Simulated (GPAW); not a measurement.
# How MoS2 absorbs and reflects light, part 2 of 2

Wanted: where MoS2 starts to absorb, how strongly, and its refractive index.

GPAW 26.7.0; DFT, PBE, plane-wave PAW (GPAW data sets), scalar-relativistic, RPA, optical limit.

So far. Step 2 (Ground state): There is a gap, 1.02 eV on this mesh (points off the mesh can give less), so no carriers' term is needed.

**4. Dielectric function, RPA (continued)**

Values under the direct gap are tails of Lorentzian lines. Table of Im ε, E ∥ x by photon energy; read off at these points:

| photon energy (eV) | without local fields | with local fields |
| --- | --- | --- |
| 0.00 | 0 | 0 |
| 0.50 | 0.210 | 0.189 |
| 1.00 | 0.561 | 0.498 |
| 1.50 | 2.09 | 1.79 |
| 2.00 | 6.34 | 5.06 |
| 2.50 | 16.7 | 13.4 |
| 2.82 | 23.9 | 22.5 |
| 2.94 | 22.8 | 23.7 |
| 3.00 | 21.5 | 23.1 |
| 3.50 | 13.4 | 14.5 |
| 4.00 | 12.8 | 12.9 |
| 4.50 | 14.1 | 13.6 |
| 5.00 | 11.5 | 10.5 |
| 5.50 | 8.67 | 7.79 |
| 6.00 | 7.70 | 6.98 |
| 6.50 | 6.56 | 6.35 |
| 7.00 | 4.96 | 4.90 |
| 7.50 | 3.67 | 3.49 |
| 8.00 | 3.01 | 3.05 |
| 8.50 | 2.03 | 2.01 |
| 9.00 | 2.64 | 2.47 |
| 9.50 | 3.39 | 2.95 |
| 10.00 | 4.96 | 4.05 |
| 10.10 | 5.12 | 4.17 |
| 10.50 | 4.68 | 3.60 |
| 11.00 | 4.70 | 3.78 |
| 11.50 | 4.21 | 3.37 |
| 12.00 | 3.90 | 3.07 |
| 12.50 | 3.21 | 2.63 |
| 13.00 | 2.73 | 2.28 |
| 13.50 | 2.60 | 2.07 |
| 14.00 | 2.24 | 1.78 |
| 14.50 | 2.10 | 1.80 |
| 15.00 | 1.73 | 1.50 |
| 15.50 | 1.57 | 1.35 |
| 16.00 | 1.21 | 1.14 |
| 16.50 | 1.04 | 0.904 |
| 17.00 | 0.927 | 0.858 |
| 17.50 | 0.731 | 0.985 |
| 18.00 | 0.613 | 0.944 |
| 18.50 | 0.501 | 0.900 |
| 19.00 | 0.412 | 0.836 |
| 19.50 | 0.376 | 0.769 |
| 20.00 | 0.311 | 0.696 |
| 20.50 | 0.272 | 0.590 |
| 21.00 | 0.235 | 0.503 |
| 21.50 | 0.225 | 0.476 |

The reflectivity at normal incidence has structure finer than the step of the table below, so its rows give means over 0.5 eV, whole bins alone (the curve runs from 0 to 21.9 eV). Peaks (eV: height): E ∥ x 2.98: 51.8, 4.56: 47.9, 6.93: 45.8, 8.03: 41.6, 16.23: 35.4; E ∥ z 2.43: 26.2, 12.92: 35.9, 14.77: 36.0, 18.74: 35.3, 20.95: 34.2.

Table of reflectivity at normal incidence by photon energy; means over each step:

| photon energy (eV) | E ∥ x (%) | E ∥ z (%) |
| --- | --- | --- |
| 0.5 | 33.4 | 17.1 |
| 1.0 | 34.9 | 17.7 |
| 1.5 | 37.8 | 18.9 |
| 2.0 | 41.3 | 21.6 |
| 2.5 | 46.1 | 24.8 |
| 3.0 | 50.8 | 20.2 |
| 3.5 | 46.1 | 18.0 |
| 4.0 | 43.8 | 17.1 |
| 4.5 | 46.3 | 16.7 |
| 5.0 | 45.6 | 17.2 |
| 5.5 | 43.4 | 15.6 |
| 6.0 | 41.0 | 16.3 |
| 6.5 | 41.7 | 16.0 |
| 7.0 | 45.2 | 15.6 |
| 7.5 | 39.3 | 17.0 |
| 8.0 | 39.7 | 17.4 |
| 8.5 | 26.1 | 18.2 |
| 9.0 | 16.6 | 22.3 |
| 9.5 | 18.0 | 25.3 |
| 10.0 | 23.5 | 26.1 |
| 10.5 | 25.4 | 28.1 |
| 11.0 | 29.3 | 27.4 |
| 11.5 | 31.5 | 29.8 |
| 12.0 | 31.0 | 32.1 |
| 12.5 | 34.0 | 35.3 |
| 13.0 | 33.9 | 34.8 |
| 13.5 | 32.4 | 29.3 |
| 14.0 | 31.8 | 33.0 |
| 14.5 | 31.4 | 34.8 |
| 15.0 | 33.1 | 33.7 |
| 15.5 | 34.2 | 28.7 |
| 16.0 | 34.9 | 28.8 |
| 16.5 | 34.0 | 28.6 |
| 17.0 | 25.5 | 27.5 |
| 17.5 | 23.3 | 30.1 |
| 18.0 | 23.7 | 31.8 |
| 18.5 | 23.6 | 34.6 |
| 19.0 | 25.1 | 31.8 |
| 19.5 | 24.8 | 25.5 |
| 20.0 | 26.2 | 26.8 |
| 20.5 | 26.7 | 31.2 |
| 21.0 | 25.3 | 33.6 |
| 21.5 | 22.6 | 30.5 |

Values under the direct gap are tails of Lorentzian lines. Table of loss function −Im 1/ε at q → 0 by energy loss; read off at these points:

| energy loss (eV) | E ∥ x | E ∥ z |
| --- | --- | --- |
| 0.00 | 0 | 0 |
| 0.50 | 9.7e-4 | 0.00105 |
| 1.00 | 0.00221 | 0.00236 |
| 1.50 | 0.00568 | 0.00451 |
| 2.00 | 0.0111 | 0.0106 |
| 2.50 | 0.0205 | 0.0558 |
| 3.00 | 0.0378 | 0.0990 |
| 3.50 | 0.0671 | 0.106 |
| 4.00 | 0.0752 | 0.0959 |
| 4.50 | 0.0738 | 0.109 |
| 5.00 | 0.0941 | 0.109 |
| 5.50 | 0.122 | 0.118 |
| 6.00 | 0.137 | 0.120 |
| 6.50 | 0.148 | 0.129 |
| 7.00 | 0.161 | 0.109 |
| 7.50 | 0.241 | 0.123 |
| 8.00 | 0.246 | 0.122 |
| 8.50 | 0.480 | 0.109 |
| 8.70 | 0.495 | 0.102 |
| 9.00 | 0.372 | 0.0968 |
| 9.50 | 0.312 | 0.126 |
| 10.00 | 0.235 | 0.135 |
| 10.50 | 0.275 | 0.159 |
| 11.00 | 0.261 | 0.184 |
| 11.50 | 0.280 | 0.182 |
| 12.00 | 0.309 | 0.186 |
| 12.50 | 0.326 | 0.219 |
| 13.00 | 0.363 | 0.262 |
| 13.50 | 0.415 | 0.317 |
| 14.00 | 0.473 | 0.286 |
| 14.50 | 0.474 | 0.338 |
| 15.00 | 0.525 | 0.421 |
| 15.50 | 0.558 | 0.489 |
| 16.00 | 0.641 | 0.501 |
| 16.50 | 0.809 | 0.540 |
| 17.00 | 1.08 | 0.572 |
| 17.50 | 0.965 | 0.554 |
| 18.00 | 1.00 | 0.622 |
| 18.50 | 1.05 | 0.682 |
| 19.00 | 1.09 | 0.933 |
| 19.50 | 1.21 | 1.02 |
| 20.00 | 1.30 | 0.967 |
| 20.50 | 1.56 | 0.988 |
| 21.00 | 1.90 | 1.25 |
| 21.50 | 2.08 | 1.63 |

At chosen wavelengths:

| wavelength (nm) | n x | k x | R (%) x | 1/α x | n z | k z | R (%) z | 1/α z |
| --- | --- | --- | --- | --- | --- | --- | --- | --- |
| 1550 | 3.80 | 0.045 | 34.1 | 2.7 µm | 2.43 | 0.013 | 17.4 | 9.6 µm |
| 1064 | 3.95 | 0.087 | 35.6 | 972 nm | 2.47 | 0.022 | 17.9 | 3.8 µm |
| 633 | 4.52 | 0.480 | 41.1 | 105 nm | 2.70 | 0.095 | 21.1 | 529 nm |
| 532 | 4.65 | 0.965 | 43.4 | 44 nm | 2.96 | 0.382 | 25.2 | 111 nm |
| 450 | 4.84 | 2.112 | 49.8 | 17 nm | 2.52 | 0.785 | 22.5 | 46 nm |
| 365 | 3.11 | 2.661 | 48.1 | 11 nm | 2.27 | 0.704 | 18.9 | 41 nm |
| 248 | 2.16 | 2.426 | 45.6 | 8.1 nm | 2.19 | 0.695 | 17.8 | 28 nm |

Below the direct gap, k and the depth come from the tails of the Lorentzian lines, not from transitions.

Rows near the edge hang on the gap, which this functional as a rule makes too small, and phonon-assisted absorption is left out.

**5. Outcome**

```
electronic dielectric constant ε∞, mean over x, y and z (by symmetry where fewer were run) (RPA) : 11.0
main peak of Im epsilon, first axis                                                              : 2.92 eV
```

At this level (PBE, RPA) MoS2 has a mean ε∞ = 11.0 and n = 3.80 at 1550 nm (E ∥ x), and Im ε peaks at 2.9 eV (E ∥ x). On the mesh the gap is 0.91 eV and the least direct gap 1.69 eV, so on this mesh the band edges lie at different points. Local fields change the static value along x from 14.49 to 13.65 (-6 %). Distinct maxima of Im ε, read by a parabola through the highest points, lie at 2.92 eV (24), 4.44 eV (14) and 10.08 eV (4.2) for E ∥ x. The static values by axis are 13.65 (x), 5.75 (z). Excitons and phonon-assisted transitions are missing; PBE gaps are as a rule too small, which pulls the onset down and ε∞ up. The sum runs over mesh points, so small or evenly spaced maxima can still be ripples of the mesh. In this version of GPAW the matrix elements of the optical limit are incomplete, which can lower ε − 1 by up to a tenth where first-row anions or d states rule, and shift it by more in d metals.

[Machine, clock and banner lines and Python warnings are left out of the logs.]

[Logs are printed without paths, hosts, clocks, repeated set-up lines and the standing remarks that a program may print on its own settings, such as how far it seeks lower states.]

[Hosts, paths, dates, database ids (printed as entryN), source tags and the programs' standing remarks are cut or masked in the printed files.]
